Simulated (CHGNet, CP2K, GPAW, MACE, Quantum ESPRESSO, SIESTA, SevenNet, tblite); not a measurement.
## GPAW runs on random rock-salt (Ti, Nb, Ta, Hf)C solid solution (64 atoms)

Wanted: GPAW inputs and outputs for random rock-salt (Ti, Nb, Ta, Hf)C solid solution (64 atoms), checked against a plane-wave reference.

Calculated with GPAW 26.7.0; the method is named at each step.

### Step 1. The structure

The cell holds 64 atoms: 11 Nb, 32 C, 3 Ti, 9 Hf and 9 Ta. Cell: a = 8.990 Å, b = 8.990 Å, c = 8.990 Å, α = 90.0°, β = 90.0°, γ = 90.0°. Rock-salt lattice (a = 4.495 Å, the mean of the end members), 2 x 2 x 2 cells, metal sites filled at random with 3 Ti, 11 Nb, 9 Ta, 9 Hf; every coordinate displaced by a Gaussian of 0.05 Å. Then every atom was moved at random, 0.02 Å r.m.s. a Cartesian component.

The yardstick, on the same geometry:

| Property | Result |
| --- | --- |
| method | Kohn-Sham DFT, PBE, SSSP efficiency 1.3.0 pseudopotentials, plane waves (Quantum ESPRESSO 7.5); sssp-pbe-1.3.0-efficiency, cutoffs 60/480 Ry, Γ point |
| r.m.s. force component | 1.088 eV/Å |
| longest force | 5.203 eV/Å |
| pressure | 5.26 GPa |
| time | 3.5 min on 4 MPI ranks of Arm Neoverse V2, shared host |
| CPU time | 14 min |

### Step 2. PBE, LCAO dzp, h 0.28 Å

Method: Kohn-Sham DFT, PBE, PAW, atomic orbitals (dzp).

run.py

```python
import numpy as np
from ase.io import read
from gpaw import GPAW, FermiDirac

atoms = read("structure.xyz")
atoms.calc = GPAW(
    mode="lcao",
    basis="dzp",
    h=0.28,
    xc="PBE",
    kpts={"size": (1, 1, 1), "gamma": True},
    occupations=FermiDirac(0.05),
    maxiter=200,
    symmetry={"point_group": False},
    txt="gpaw.txt",
)
energy = atoms.get_potential_energy(force_consistent=True)
forces = atoms.get_forces()
print(f"energy {energy:.6f} eV")
print("forces (eV/A)")
for i, (a, f) in enumerate(zip(atoms, forces)):
    print(f"{i:4d} {a.symbol:2s} {f[0]:10.5f} {f[1]:10.5f} {f[2]:10.5f}")
print(f"Fermi level {atoms.calc.get_fermi_level():.4f} eV")
for k in range(len(atoms.calc.get_ibz_k_points())):
    for s in range(atoms.calc.get_number_of_spins()):
        e = atoms.calc.get_eigenvalues(kpt=k, spin=s)
        n = np.searchsorted(e, atoms.calc.get_fermi_level())
        print(f"k {k} spin {s} levels about the Fermi level:", np.round(e[max(n - 6, 0):n], 4).tolist(), "|", np.round(e[n:n + 6], 4).tolist())
```

structure.xyz

```xyz
64
Lattice="8.99000 0.00000 0.00000 0.00000 8.99000 0.00000 0.00000 0.00000 8.99000" Properties=species:S:1:pos:R:3 pbc="T T T"
Nb 0.05879 8.97472 0.04045
C 2.24318 0.00656 8.92599
Ti 8.93004 2.27708 2.21756
C 2.19059 2.26278 2.24561
Hf 2.22646 0.02931 2.19428
C 0.00324 0.04360 2.28481
Ta 2.24813 2.27276 0.02490
C 8.89138 2.24777 0.08864
Ti 0.01528 0.03335 4.35314
C 2.28409 8.94946 4.48125
Ta 0.04459 2.29650 6.76965
C 2.27780 2.21972 6.73297
Ta 2.20758 0.00324 6.65305
C 0.02859 0.04765 6.66051
Nb 2.26755 2.39350 4.48511
C 8.95152 2.21469 4.52422
Ti 0.05097 4.51487 0.02382
C 2.22997 4.49671 0.02886
Nb 0.01034 6.75868 2.23087
C 2.23761 6.72605 2.18529
Nb 2.23518 4.49788 2.26764
C 0.01510 4.49500 2.26890
Nb 2.21666 6.70312 8.93103
C 8.97040 6.81010 8.97454
Nb 0.03974 4.50732 4.56314
C 2.25424 4.49788 4.54597
Ta 8.96240 6.74223 6.73998
C 2.33291 6.82494 6.76560
Hf 2.25173 4.38074 6.61080
C 0.00162 4.55676 6.72074
Hf 2.28508 6.79887 4.38397
C 0.05682 6.71913 4.45796
Nb 4.49266 0.00117 8.97166
C 6.73594 8.89776 8.97247
Hf 4.47235 2.19086 2.22961
C 6.61961 2.27114 2.24157
Hf 6.63894 8.98730 2.27249
C 4.55955 0.01196 2.25631
Nb 6.66078 2.18646 8.95431
C 4.60171 2.17315 8.92338
Ta 4.51307 0.11471 4.46479
C 6.75985 8.97741 4.56944
Ta 4.48394 2.16398 6.70061
C 6.77810 2.36365 6.76066
Nb 6.68901 8.93022 6.76668
C 4.60270 8.97705 6.80660
Ta 6.67445 2.30917 4.53186
C 4.44394 2.19050 4.40546
Hf 4.54867 4.47873 8.98506
C 6.82134 4.42398 0.04045
Ta 4.56368 6.64990 2.24157
C 6.79239 6.79051 2.26989
Hf 6.79995 4.44699 2.18412
C 4.41490 4.56422 2.29919
Hf 6.68901 6.78997 0.03677
C 4.57303 6.76578 0.05610
[... 4 atom lines left out ...]
Nb 6.72011 4.50165 6.79275
C 4.53105 4.47486 6.76057
Hf 6.67508 6.72731 4.55442
C 4.46425 6.69980 4.40708
```

The run is started by

```
$ OMP_NUM_THREADS=1 python run.py > output.txt
```

Log:

```text
energy -596.440519 eV
forces (eV/A)
   0 Nb   -1.03188    0.85489   -0.67672
   1 C     0.28030   -0.13827    0.19501
   2 Ti    0.29441   -0.06025    0.36291
   3 C     0.04148    0.61986   -0.07425
   4 Hf    0.52992   -0.52275    0.65870
   5 C    -0.47892    0.00714   -0.59687
   6 Ta   -0.47003    0.12013    0.20421
   7 C     1.95238    0.37265   -1.34228
   8 Ti   -0.32392    0.11507    1.27759
   9 C    -0.53194    1.78955    0.19732
  10 Ta   -1.26434   -1.10203    0.18050
  11 C    -0.28895   -0.70617    0.29949
  12 Ta   -0.01704    0.12630    0.40059
  13 C     0.11065   -0.22992    0.97983
  14 Nb   -1.23484   -3.45889   -1.43805
  15 C     0.20335    0.35010   -0.27817
  16 Ti   -0.59742   -0.34299   -0.24456
  17 C    -0.01168    0.05530   -0.37604
  18 Nb   -0.42111   -0.63957    0.12974
  19 C     0.73977    0.24721   -0.13133
  20 Nb   -0.81075   -0.17341   -0.64243
  21 C     0.51939   -0.18300   -0.21230
  22 Nb    0.98494   -0.03135    1.20251
  23 C     0.87693   -1.50057   -0.02587
[...]
56 Ta    0.03226   -2.25925   -2.67305
  57 C     0.18672    0.40411   -0.81017
  58 Nb    0.65267    0.45015    2.18397
  59 C     0.50461   -0.63538   -0.38413
  60 Nb    0.99269    0.13915   -0.00216
  61 C    -0.38265    0.08663   -0.04939
  62 Hf    2.06636    0.36687   -1.27275
  63 C     0.83423    0.95780    1.48388
Fermi level 12.8316 eV
k 0 spin 0 levels about the Fermi level: [11.799, 11.8289, 12.2141, 12.2427, 12.4723, 12.8038] | [12.8939, 12.9215, 13.7172, 13.7887, 13.8138, 13.877]
```

gpaw.txt:

```text
Input parameters:
  mode=LCAO(),
  basis={'default': 'dzp'},
  h=0.28,
  kpts=MonkhorstPack(size=(1, 1, 1), gamma=True),
  maxiter=200,
  occupations=Occupations(name='fermi-dirac', width=0.05, fixmagmom=False),
  symmetry=Symmetry(point_group=False),
  xc=XC(name='PBE')
Unit cell  # Å
| periodic |        x |        y |        z |  lengths |    angles |
|----------|----------|----------|----------|----------|-----------|
|      yes | 8.990000 | 0.000000 | 0.000000 | 8.990000 | 90.000000 |
|      yes | 0.000000 | 8.990000 | 0.000000 | 8.990000 | 90.000000 |
|      yes | 0.000000 | 0.000000 | 8.990000 | 8.990000 | 90.000000 |
Number of symmetries: 1
Symmetry operations  # r_c * U_cc + t_c -> r_c
|   | kind |            matrix            |
|---|------|------------------------------|
| 0 |  E   |  1, 0, 0,  0, 1, 0,  0, 0, 1 |
BZ-sampling:
  Number of BZ points: 1
  Number of IBZ points: 1
  Monkhorst-Pack size: [1, 1, 1]
  Monkhorst-Pack shift: [0, 0, 0]
[... lines left out ...]
  Fermi-Dirac:
[... lines left out ...]
xc functional:
  name: PBE with 2 nearest neighbor stencil
interpolation: tri-quintic # 5. degree polynomial
Initialization done in: 17.072 s
convergence criteria:
- Maximum [total energy] change in last 3 cyles: 0.0005 eV / valence electron
- Maximum integral of absolute [dens]ity change: 0.0001 electrons / valence electron
- Maximum integral of absolute [eigenst]ate change: 4e-08 eV^2 / valence electron
maximum number of iterations: 200
SCF iterations
|iter     |      energy | eigst |  dens |
|---------|-------------|-------|-------|
|iter:   1| -668.068082 |      c|       |
|iter:   2| -645.159298 |      c| -0.84 |
|iter:   3| -599.129602 |      c| -0.91 |
|iter:   4| -607.479691 |      c| -1.52 |
|iter:   5| -596.576876 |      c| -1.39 |
|iter:   6| -596.840386 |      c| -1.79 |
|iter:   7| -596.541644 |      c| -1.96 |
|iter:   8| -596.379303 |      c| -2.28 |
|iter:   9| -596.366375c|      c| -2.71 |
|iter:  10| -596.363800c|      c| -2.92 |
|iter:  11| -596.361734c|      c| -3.07 |
|iter:  12| -596.360614c|      c| -3.33 |
|iter:  13| -596.360480c|      c| -3.73 |
|iter:  14| -596.360413c|      c| -3.92 |
|iter:  15| -596.360403c|      c| -4.42c|
Converged in 15 steps
SCF loop duration: 269.981 s (17.999 s/step)
Energy contributions relative to reference atoms: (reference = -8752050.778307)
Energy contributions:
  Kinetic:         613.275357
  Coulomb:        -687.616445
  Zero:             20.067049
  External:          0.000000
  Xc:             -542.006247
  Entropy:          -0.160233
  Spinorbit:         0.000000
  ----------------------------
  Free energy:    -596.440519
  Extrapolated:   -596.360403
dipole moment: (-160.458704, -58.712628, 7.199625)  # |e|*Ang
Fermi level: 12.832
Eigenvalues  # (at kpt = [0.000, 0.000, 0.000])
| band index |      eig [eV] | occ [0-2] |
|------------|---------------|-----------|
|          0 |       -55.993 |     2.000 |
|        ... |               |           |
|        258 |        11.756 |     2.000 |
|        259 |        11.778 |     2.000 |
[...]
|        273 |        14.016 |     0.000 |
|        ... |               |           |
|        323 |        15.993 |     0.000 |
Gap: 0.090 eV
Transition (v -> c):
  (s=0, k=0, n=265, [0.00, 0.00, 0.00]) -> (s=0, k=0, n=266, [0.00, 0.00, 0.00])
No difference between direct/indirect transitions
Force computation time: 47.138  # s
timing:  # [seconds]
  Total:  334.227  # ━━━━━━━━━━━━━━━━━━━━━━━━━━━━━━━━━━━━━━━━━━━━━━━━━━━━━━━━
  Init:    17.071  # ━━━
  SCF:    269.981  # ━━━━━━━━━━━━━━━━━━━━━━━━━━━━━━━━━━━━━━━━━━━━━
  Forces:  47.138  # ━━━━━━━━
```

The job ended after 5.6 min (1 thread of Arm Neoverse V2, shared host; peak memory 0.98 GiB).

Banners, paths, timers and routine set-up lines are dropped from the logs unmarked, and long logs keep their key lines alone; longer cuts are marked.

Against the reference:

```
r.m.s. force component                  : 1.205 eV/Å
r.m.s. difference of force components   : 161.6 meV/Å
longest difference of force vectors     : 605.4 meV/Å
force difference over r.m.s. force      : 14.85 %
slope of forces against the reference's : 1.103
correlation of force components         : 0.9953
```

This is a coarse setting, run to see what it loses.

Length of the force difference by element (eV/Å):

```csv
element,atoms,mean,most
C,32,0.34,0.61
Hf,9,0.14,0.29
Nb,11,0.099,0.17
Ta,9,0.066,0.12
Ti,3,0.036,0.040
```

A closer look about Hf29, which bears the longest force: 9 atoms, nearest first, numbered in the order of the input, with positions taken from that point.

```csv
atom,x,y,z,distance (Å),bonds,Fx,Fy,Fz (eV/Å)
Hf29,0.00,0.00,0.00,0.00,6,0.11,3.02,4.58
C26,0.00,0.12,-2.06,2.07,6,0.27,0.86,-2.74
C12,0.03,-2.16,0.12,2.16,6,-0.29,-0.71,0.30
C30,-2.25,0.18,0.11,2.26,6,-0.03,-0.92,1.24
C62,2.28,0.09,0.15,2.29,6,-0.38,0.09,-0.05
C18,-0.02,0.12,2.41,2.41,6,-0.01,0.06,-0.38
C28,0.08,2.44,0.15,2.45,6,-1.91,-1.06,-0.86
Nb15,0.02,-1.99,-2.13,2.91,6,-1.23,-3.46,-1.44
Nb25,-2.21,0.13,-2.05,3.02,6,-1.68,-0.22,-1.99
```

Atoms are counted from 1 here, from 0 in the log.

Forces lie 15 % from the reference's, at 0.40 times its CPU time (on 1 against 4 cores).

The forces add up to 1.5 eV/Å instead of zero, usually a sign of too coarse a grid.

Further runs of this program without a result: GPAW PBE, LCAO dzp, h 0.2 Å (cut off at its time limit); GPAW PBE, LCAO sz(dzp), h 0.2 Å (cut off at its time limit); GPAW PBE, LCAO dzp, h 0.2 Å, other mixer settings (cut off at its time limit); GPAW revPBE, LCAO dzp, h 0.2 Å (cut off at its time limit).

### Step 3. Outcome

* force difference from the reference: GPAW PBE, LCAO dzp, h 0.28 Å (coarse), 15 %
* its CPU time: 5.6 min

Runs with settings chosen to be coarse differ by 15 % (GPAW PBE, LCAO dzp, h 0.28 Å), their programs' other errors included. One electronic-structure run takes under half the reference's CPU time: GPAW PBE, LCAO dzp, h 0.28 Å, at 15 % in 5.6 min against 14 min. GPAW PBE, LCAO dzp, h 0.28 Å stiffens the forces by a factor of 1.10 while following their directions (correlation 0.995). The host structure and its lattice constant were typed by rule, without a check against the phase diagram. The reference's pressure of 5.3 GPa belongs to a cell and atoms that aren't relaxed at this level. The electronic-structure runs sample only Γ, in a cell whose shortest periodic width is 9 Å, which is coarse for a cell with partly filled levels. Spin–orbit coupling is left out, which matters for the levels of the heavy elements.

[Also dropped from logs without a mark: logging warnings of Python, and SIESTA's first energy breakdown and zero terms.]

[Logs are printed without paths, hosts, clocks, repeated set-up lines and the standing remarks that a program may print on its own settings, such as how far it seeks lower states.]

[Hosts, paths, dates, database ids (printed as entryN), source tags and the programs' standing remarks are cut or masked in the printed files.]
